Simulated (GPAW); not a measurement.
# A 9-layer slab of Al(110): simulated STM images

Wanted: filled- and empty-state images of a 9-layer slab of Al(110), with its work function.

Method: GPAW, PAW setups; slab in vacuum, relaxation, in the first sound run; inputs show where later runs differ, in GPAW 26.7.0.

### 1. Starting point

The cell holds 9 atoms: 9 Al. Its edges and angles: a = 4.050 Å, b = 2.864 Å, c = 27.455 Å, α = 90.0°, β = 90.0°, γ = 90.0°. Vacuum lies along c.

### 2. Relaxing the atoms

Forces are removed first; all later runs use this geometry. The lowest 4 atoms are held at bulk positions and keep their forces.

File run.py:

```python
import json
import numpy as np
from ase import Atoms
from ase.constraints import FixAtoms
from ase.optimize import BFGS
from gpaw import GPAW, PW

slab = Atoms(
    ['Al', 'Al', 'Al', 'Al', 'Al', 'Al', 'Al', 'Al', 'Al'],
    positions=[
        [0.00000, 0.00000, 8.00000],
        [2.02500, 1.43189, 9.43189],
        [0.00000, 0.00000, 10.86378],
        [2.02500, 1.43189, 12.29567],
        [0.00000, 0.00000, 13.72756],
        [2.02500, 1.43189, 15.15946],
        [0.00000, 0.00000, 16.59135],
        [2.02500, 1.43189, 18.02324],
        [0.00000, 0.00000, 19.45513]],
    cell=[[4.05, 0.0, 0.0], [0.0, 2.86378, 0.0], [0.0, 0.0, 27.45513]],
    pbc=[True, True, False])

slab.calc = GPAW(mode=PW(400), xc='PBE', kpts={'size': (8, 11, 1), 'gamma': True},
                 occupations={'name': 'fermi-dirac', 'width': 0.1}, nbands='200%',
                 convergence={'density': 1e-05}, maxiter=200,
                 poissonsolver={'dipolelayer': 'xy'},
                 symmetry={'tolerance': 1e-3, 'extra_ids': [1, 1, 1, 1, 0, 0, 0, 0, 0]}, txt='slab.txt')
result = {}
slab.set_constraint(FixAtoms([0, 1, 2, 3]))
path = []
opt = BFGS(slab, maxstep=0.2)
opt.attach(lambda: path.append((slab.get_potential_energy(), slab.positions.tolist(), slab.get_forces().tolist())))
result['relaxed'] = bool(opt.run(fmax=0.03, steps=40))
result['path'] = path
energy = slab.get_potential_energy()
fermi = slab.calc.get_fermi_level()
v = slab.calc.get_electrostatic_potential().mean((0, 1)) - fermi
n = slab.calc.get_pseudo_density().mean((0, 1))
L = slab.cell[2, 2]
z = np.arange(len(v)) * L / len(v)
low, high = slab.positions[:, 2].min(), slab.positions[:, 2].max()
below, above = np.interp([low - 5.8, high + 5.8], z, v)
slopes = [np.interp(x, z, np.gradient(v, z)) for x in (low - 5.8, high + 5.8)]
eps = np.array([[slab.calc.get_eigenvalues(k, s) for k in range(len(slab.calc.get_ibz_k_points()))]
                for s in range(slab.calc.get_number_of_spins())]) - fermi
top, bottom = eps[eps < 0].max(), eps[eps > 0].min()
dipole = slab.get_dipole_moment()[2]
print(f'energy {energy:.4f} eV, Fermi level {fermi:.4f} eV, dipole {dipole:.5f} e A')
print(f'potential 5.8 A off the faces, from the Fermi level: lower {below:.4f} eV, upper {above:.4f} eV')
print(f'slope of the potential there: lower {slopes[0]:.5f}, upper {slopes[1]:.5f} eV/A')
print(f'nearest levels on the mesh: {top:.4f} and {bottom:.4f} eV')
print('magnetic moment', round(slab.get_magnetic_moment(), 3))
result.update(energy=energy, fermi=fermi, dipole=dipole, below=below, above=above, slopes=slopes, edges=[top, bottom],
              z=z.tolist(), v=v.tolist(), n=n.tolist(), positions=slab.positions.tolist(),
              forces=slab.get_forces(apply_constraint=False).tolist(), moments=slab.get_magnetic_moments().tolist())
json.dump(result, open('result.json', 'w'))
```

Run with:

```
$ OMP_NUM_THREADS=1 OPENBLAS_NUM_THREADS=1 python run.py
```

Output:

```text
Step          Energy          fmax
BFGS:    0      -32.317308        0.188954
BFGS:    1      -32.318392        0.180115
BFGS:    2      -32.329113        0.039561
BFGS:    3      -32.329188        0.035055
BFGS:    4      -32.329227        0.030729
BFGS:    5      -32.329348        0.012409
energy -32.2741 eV, Fermi level 1.1742 eV, dipole 0.00030 e A
potential 5.8 A off the faces, from the Fermi level: lower 4.1546 eV, upper 4.1505 eV
slope of the potential there: lower -0.00011, upper 0.00011 eV/A
nearest levels on the mesh: -0.0094 and 0.0090 eV
magnetic moment 0.0
```

Run time: 4.6 min. Hardware: 1 thread of AMD EPYC 7R13 (Zen 3), shared host; peak memory 0.31 GiB.

Step by step:

| step | energy less that of the first step (eV) | largest force (eV/Å) |
| --- | --- | --- |
| 1 | 0.0000 | 0.1890 |
| 2 | -0.0011 | 0.1801 |
| 3 | -0.0121 | 0.0396 |
| 4 | -0.0122 | 0.0351 |
| 5 | -0.0122 | 0.0307 |
| 6 | -0.0124 | 0.0124 |

The atoms that moved most (Å):

| atom | dx | dy | dz | length |
| --- | --- | --- | --- | --- |
| Al9 | 0.000 | 0.000 | -0.053 | 0.053 |
| Al6 | 0.000 | 0.000 | 0.046 | 0.046 |
| Al8 | 0.000 | 0.000 | 0.042 | 0.042 |
| Al7 | 0.000 | 0.000 | 0.006 | 0.006 |
| Al5 | 0.000 | 0.000 | 0.006 | 0.006 |

Final coordinates:

```cif
data_structure
_symmetry_space_group_name_H-M 'P 1'
_symmetry_Int_Tables_number 1
_cell_length_a 4.0500
_cell_length_b 2.8638
_cell_length_c 27.4551
_cell_angle_alpha 90.000
_cell_angle_beta 90.000
_cell_angle_gamma 90.000
_cell_volume 318.43
loop_
_atom_site_label
_atom_site_type_symbol
_atom_site_fract_x
_atom_site_fract_y
_atom_site_fract_z
_atom_site_occupancy
Al1 Al 0.00000 0.00000 0.29138 1
Al2 Al 0.50000 0.50000 0.34354 1
Al3 Al 0.00000 0.00000 0.39569 1
Al4 Al 0.50000 0.50000 0.44785 1
Al5 Al 0.00000 0.00000 0.50021 1
Al6 Al 0.50000 0.50000 0.55381 1
Al7 Al 0.00000 0.00000 0.60452 1
Al8 Al 0.50000 0.50000 0.65800 1
Al9 Al 0.00000 0.00000 0.70669 1
```

Numbers from this step:

- dipole along the normal: 2.97e-4 e·Å
- levels nearest the Fermi level on the mesh: -0.009431, 0.008987 eV from the Fermi level
- upper work function: 4.150 eV
- lower work function: 4.155 eV

The electrostatic potential energy of an electron (without an applied field's), less the Fermi level, planar mean oscillates, so the rows of the table below give means over windows of 1.39 Å about each position, cut where the curve ends. Its maxima inside the range that stand out by 2 % of the span (Å: eV): 8.7: -4.98, 10.2: -5.04, 11.6: -4.99, 13.0: -4.98, 14.5: -4.65, 15.9: -5.38, 17.4: -4.70, 18.8: -5.93. Its minima: 8.0: -8.92, 9.4: -9.33, 10.8: -9.34, 12.3: -9.31, 13.7: -9.33, 15.2: -9.37, 16.6: -9.35, 18.1: -9.41, 19.3: -9.05.

Electrostatic potential energy of an electron (without an applied field's), less the Fermi level, planar mean against z; means over each step:

| z (Å) | electrostatic potential energy of an electron (without an applied field's), less the Fermi level, planar mean (eV) |
| --- | --- |
| 0.69 | 4.15 |
| 2.08 | 4.15 |
| 3.48 | 4.15 |
| 4.87 | 4.13 |
| 6.26 | 3.43 |
| 7.65 | -4.56 |
| 9.04 | -7.04 |
| 10.43 | -7.06 |
| 11.82 | -7.04 |
| 13.21 | -7.00 |
| 14.60 | -6.76 |
| 15.99 | -7.30 |
| 17.38 | -6.77 |
| 18.77 | -7.64 |
| 20.16 | -1.49 |
| 21.55 | 3.87 |
| 22.94 | 4.14 |
| 24.33 | 4.15 |
| 25.72 | 4.15 |
| 27.11 | 4.15 |

The pseudo valence density, planar mean oscillates, so the rows of the table below give means over windows of 1 Å about each position, cut where the curve ends. Its maxima inside the range that stand out by 2 % of the span (Å: e/Å³): 7.7: 0.121, 8.8: 0.200, 10.1: 0.201, 11.6: 0.203, 13.1: 0.201, 14.6: 0.198, 15.9: 0.206, 17.4: 0.199, 18.7: 0.210, 19.7: 0.127. Its minima: 7.9: 0.113, 9.4: 0.149, 10.9: 0.151, 12.2: 0.150, 13.7: 0.144, 15.2: 0.149, 16.5: 0.152, 18.0: 0.154, 19.5: 0.120.

Table of pseudo valence density, planar mean by z; means over each step:

| z (Å) | pseudo valence density, planar mean (e/Å³) |
| --- | --- |
| 3 | 7.5e-6 |
| 4 | 8.4e-5 |
| 5 | 9.9e-4 |
| 6 | 0.0106 |
| 7 | 0.0687 |
| 8 | 0.137 |
| 9 | 0.182 |
| 10 | 0.187 |
| 11 | 0.174 |
| 12 | 0.178 |
| 13 | 0.189 |
| 14 | 0.173 |
| 15 | 0.174 |
| 16 | 0.191 |
| 17 | 0.180 |
| 18 | 0.177 |
| 19 | 0.176 |
| 20 | 0.103 |
| 21 | 0.0252 |
| 22 | 0.00259 |
| 23 | 2.3e-4 |
| 24 | 2.0e-5 |

The relaxation lowered the energy of the cell by 0.0124 eV (energies extrapolated to zero smearing; the optimiser's log prints free energies). The largest force left on a free atom is 0.012 eV/Å.

### 3. The slab's potential

The work function is the vacuum plateau of the electrostatic potential less the Fermi level; a dipole layer lets the two faces have plateaus of their own.

This step: GPAW, PAW setups; slab in vacuum (GPAW 26.7.0).

Changes to run.py since step 2:

```diff
@@ -3,4 +3,3 @@
 from ase import Atoms
-from ase.constraints import FixAtoms
-from ase.optimize import BFGS
+from ase.dft.stm import STM
 from gpaw import GPAW, PW
@@ -14,7 +13,7 @@
         [2.02500, 1.43189, 12.29567],
-        [0.00000, 0.00000, 13.72756],
-        [2.02500, 1.43189, 15.15946],
-        [0.00000, 0.00000, 16.59135],
-        [2.02500, 1.43189, 18.02324],
-        [0.00000, 0.00000, 19.45513]],
+        [0.00000, 0.00000, 13.73339],
+        [2.02500, 1.43189, 15.20504],
+        [-0.00000, 0.00000, 16.59726],
+        [2.02500, 1.43189, 18.06544],
+        [0.00000, 0.00000, 19.40233]],
     cell=[[4.05, 0.0, 0.0], [0.0, 2.86378, 0.0], [0.0, 0.0, 27.45513]],
@@ -26,10 +25,4 @@
                  poissonsolver={'dipolelayer': 'xy'},
-                 symmetry={'tolerance': 1e-3, 'extra_ids': [1, 1, 1, 1, 0, 0, 0, 0, 0]}, txt='slab.txt')
+                 symmetry={'tolerance': 1e-3}, txt='slab.txt')
 result = {}
-slab.set_constraint(FixAtoms([0, 1, 2, 3]))
-path = []
-opt = BFGS(slab, maxstep=0.2)
-opt.attach(lambda: path.append((slab.get_potential_energy(), slab.positions.tolist(), slab.get_forces().tolist())))
-result['relaxed'] = bool(opt.run(fmax=0.03, steps=40))
-result['path'] = path
 energy = slab.get_potential_energy()
@@ -55,2 +48,16 @@
               forces=slab.get_forces(apply_constraint=False).tolist(), moments=slab.get_magnetic_moments().tolist())
+
+# Images need the states of the whole zone, up to time reversal
+slab.calc = slab.calc.fixed_density(symmetry={'point_group': False}, txt='states.txt',
+                                    convergence={'bands': 'CBM+1.8'})
+stm = STM(slab)
+result['stm'] = []
+for bias in [-2.0, -1.0, 1.5]:
+    height = high + 3.5
+    current = stm.get_averaged_current(bias, height)
+    x, y, h = stm.scan(bias, current)
+    i, f = divmod(height / L * stm.ldos.shape[2], 1)
+    I = abs((1 - f) * stm.ldos[:, :, int(i)] + f * stm.ldos[:, :, int(i) + 1])
+    print(f'bias {bias} V: mean current at 3.5 A {current:.4e}, corrugation {np.ptp(h):.4f} A')
+    result['stm'].append(dict(bias=bias, current=current, h=(h - high).tolist(), I=I.tolist()))
 json.dump(result, open('result.json', 'w'))
```

Output:

```text
energy -32.2741 eV, Fermi level 1.1742 eV, dipole 0.00015 e A
potential 5.8 A off the faces, from the Fermi level: lower 4.1542 eV, upper 4.1509 eV
slope of the potential there: lower -0.00010, upper 0.00010 eV/A
nearest levels on the mesh: -0.0094 and 0.0090 eV
magnetic moment 0.0
bias -2.0 V: mean current at 3.5 A 8.7568e-05, corrugation 0.3699 A
bias -1.0 V: mean current at 3.5 A 6.8094e-05, corrugation 0.3773 A
bias 1.5 V: mean current at 3.5 A 2.0390e-04, corrugation 0.3802 A
```

Elapsed: 2.9 min, on 1 thread; peak memory 0.53 GiB.

Numbers from this step:

```
dipole along the normal                    : 1.46e-4 e·Å
levels nearest the Fermi level on the mesh : -0.009423, 0.009035 eV from the Fermi level
upper work function                        : 4.151 eV
lower work function                        : 4.154 eV
corrugation -2                             : 0.3699 Å
corrugation -1                             : 0.3773 Å
corrugation 1.5                            : 0.3802 Å
```

The electrostatic potential energy of an electron (without an applied field's), less the Fermi level, planar mean oscillates, so the rows of the table below give means over windows of 1.39 Å about each position, cut where the curve ends. Its maxima inside the range that stand out by 2 % of the span (Å: eV): 8.7: -4.98, 10.2: -5.04, 11.6: -4.99, 13.0: -4.98, 14.5: -4.65, 15.9: -5.38, 17.4: -4.70, 18.8: -5.93. Its minima: 8.0: -8.92, 9.4: -9.33, 10.8: -9.34, 12.3: -9.31, 13.7: -9.33, 15.2: -9.37, 16.6: -9.35, 18.1: -9.41, 19.3: -9.05.

Table of electrostatic potential energy of an electron (without an applied field's), less the Fermi level, planar mean by z; means over each step:

(Unchanged from step 2.)

The pseudo valence density, planar mean oscillates, so the rows of the table below give means over windows of 1 Å about each position, cut where the curve ends. Its maxima inside the range that stand out by 2 % of the span (Å: e/Å³): 7.7: 0.121, 8.8: 0.200, 10.1: 0.201, 11.6: 0.203, 13.1: 0.201, 14.6: 0.198, 15.9: 0.206, 17.4: 0.199, 18.7: 0.210, 19.7: 0.127. Its minima: 7.9: 0.113, 9.4: 0.149, 10.9: 0.151, 12.2: 0.150, 13.7: 0.144, 15.2: 0.149, 16.5: 0.152, 18.0: 0.154, 19.5: 0.120.

The pseudo valence density, planar mean by z; means over each step:

z (Å), pseudo valence density, planar mean (e/Å³) and a bar:
```
        3      0.000 
        4      0.000 
        5      0.001 
        6      0.011 ##
        7      0.069 ###########
        8      0.137 ######################
        9      0.182 #############################
       10      0.187 #############################
       11      0.174 ###########################
       12      0.178 ############################
       13      0.189 ##############################
       14      0.173 ###########################
       15      0.174 ###########################
       16      0.191 ##############################
       17      0.180 ############################
       18      0.177 ############################
       19      0.176 ############################
       20      0.103 ################
       21      0.025 ####
       22      0.003 
       23      0.000 
       24      0.000
```

Tip height over the top atom over a1 and a2. Sample bias -2 V, constant current at the mean current 3.5 Å over the top atom.

Ten even steps from '0' (3.28 Å) to '9' (3.65 Å):
```
99987653211123567899
99987653211123567899
99887643110113467889
99876543100013456789
88876542100012456788
88876532100012356788
88776532100012356778
88876532100012356788
88876542100012456788
99876543100013456789
99887643110113467889
99987653211123567899
99987653211123567899
99987653211123567899
```
Columns: a1 from 0 to 0.95; rows upwards: a2 from 0 to 0.929.

Local density of states summed over the bias window over a1 and a2. Sample bias -2 V, constant height 3.5 Å over the top atom.

Ten even steps from '0' (0.56 × 1e-4 arbitrary) to '9' (1.25 × 1e-4 arbitrary):
```
99876532100012356789
99876432100012346789
98876432100012346788
88765431100011345678
88765421000001245678
87765321000001235677
77765321000001235677
87765321000001235677
88765421000001245678
88765431100011345678
98876432100012346788
99876432100012346789
99876532100012356789
99976532110112356799
```
Columns: a1 from 0 to 0.95; rows upwards: a2 from 0 to 0.929.

Tip height over the top atom over a1 and a2. Sample bias -1 V, constant current at the mean current 3.5 Å over the top atom.

Ten even steps from '_' (3.27 Å) to '@' (3.65 Å):
```
@@@@@@%%##**++==::......::==++**##%%@@@@
@@@@@@%%##**++--::......::--++**##%%@@@@
@@@@%%%%##**==--::......::--==**##%%%%@@
@@%%%%##**++==--..______..--==++**##%%%%
%%%%%%##**++==::..______..::==++**##%%%%
%%%%####**++--::..______..::--++**####%%
%%%%####**++--::..______..::--++**####%%
%%%%####**++--::..______..::--++**####%%
%%%%%%##**++==::..______..::==++**##%%%%
@@%%%%##**++==--..______..--==++**##%%%%
@@@@%%%%##**==--::......::--==**##%%%%@@
@@@@@@%%##**++--::......::--++**##%%@@@@
@@@@@@%%##**++==::......::==++**##%%@@@@
@@@@@@%%##**++==::......::==++**##%%@@@@
```
Columns: a1 from 0 to 0.95; rows upwards: a2 from 0 to 0.929.

Local density of states summed over the bias window over a1 and a2. Sample bias -1 V, constant height 3.5 Å over the top atom.

Ten even steps from '0' (4.39 × 1e-5 arbitrary) to '9' (9.72 × 1e-5 arbitrary):
```
99876532110112356789
99876432110112346789
98875432100012345788
88765431100011345678
87765321000001235677
77654321000001234567
77654321000001234567
77654321000001234567
87765321000001235677
88765431100011345678
98875432100012345788
99876432110112346789
99876532110112356789
99986532111112356899
```
Columns: a1 from 0 to 0.95; rows upwards: a2 from 0 to 0.929.

Tip height over the top atom over a1 and a2. Sample bias 1.5 V, constant current at the mean current 3.5 Å over the top atom.

Ten even steps from '0' (3.28 Å) to '9' (3.66 Å):
```
99987654211124567899
99987653211123567899
99876543211123456789
88876542100012456788
88766532100012356678
87765432100012345677
77765432000002345677
87765432100012345677
88766532100012356678
88876542100012456788
99876543211123456789
99987653211123567899
99987654211124567899
99987654211124567899
```
Columns: a1 from 0 to 0.95; rows upwards: a2 from 0 to 0.929.

Local density of states summed over the bias window over a1 and a2. Sample bias 1.5 V, constant height 3.5 Å over the top atom.

Ten even steps from '_' (1.42 × 1e-4 arbitrary) to '@' (2.82 × 1e-4 arbitrary):
```
@@@@%%##**++--::....__....::--++**##%%@@
@@@@%%##**==--::....__....::--==**##%%@@
%%%%####++==--::..______..::--==++####%%
%%####**++==::....______....::==++**####
####**++==--::..__________..::--==++**##
##****++==--::..__________..::--==++****
******++==--::..__________..::--==++****
##****++==--::..__________..::--==++****
####**++==--::..__________..::--==++**##
%%####**++==::....______....::==++**####
%%%%####++==--::..______..::--==++####%%
@@@@%%##**==--::....__....::--==**##%%@@
@@@@%%##**++--::....__....::--++**##%%@@
@@@@@@%%**++--::..........::--++**%%@@@@
```
Columns: a1 from 0 to 0.95; rows upwards: a2 from 0 to 0.929.

Force by atom:

| atom | x (eV/Å) | y (eV/Å) | z (eV/Å) | size |
| --- | --- | --- | --- | --- |
| Al1 | 0.000 | 0.000 | 0.186 | 0.186 |
| Al2 | 0.000 | 0.000 | -0.132 | 0.132 |
| Al3 | 0.000 | 0.000 | -0.019 | 0.019 |
| Al4 | 0.000 | 0.000 | -0.085 | 0.085 |
| Al5 | 0.000 | 0.000 | 0.012 | 0.012 |
| Al6 | 0.000 | 0.000 | 0.012 | 0.012 |
| Al7 | 0.000 | 0.000 | 0.010 | 0.010 |
| Al8 | 0.000 | 0.000 | 0.013 | 0.013 |
| Al9 | 0.000 | 0.000 | 0.002 | 0.002 |

The potential is flat to 1.0e-4 eV/Å where it is read, so the vacuum is wide enough.

### 4. Summary of results

```json
{"work function, both faces": "4.15 eV", "dipole along the normal": "1.5e-4 e Å", "corrugation at -2 V": "0.370 Å", "corrugation at -1 V": "0.377 Å", "corrugation at 1.5 V": "0.380 Å"}
```

**Reading.** The tip height varies by 0.37 to 0.38 Å over the cell, much the same at every bias tried. Negative sample bias images filled states, positive bias empty ones. The measured value for this face is 4.23 eV (as compiled in "Properties of real metallic surfaces: Effects of density functional semilocality and van der Waals nonlocality", 2017, arxiv:1702.08515); the relaxed upper face lies 0.079 eV under it with PBE. Measured work functions scatter by a tenth of an eV or more between methods. The images are of Tersoff-Hamann type: an s-wave tip, no tip-sample forces, heights closer than in a microscope. The in-plane lattice was kept as typed, which isn't the functional's own and leaves some strain; spin-orbit coupling and temperature are left out.

[Logs are printed without paths, hosts, clocks, repeated set-up lines and the standing remarks that a program may print on its own settings, such as how far it seeks lower states.]

[Hosts, paths, dates, database ids (printed as entryN), source tags and the programs' standing remarks are cut or masked in the printed files.]
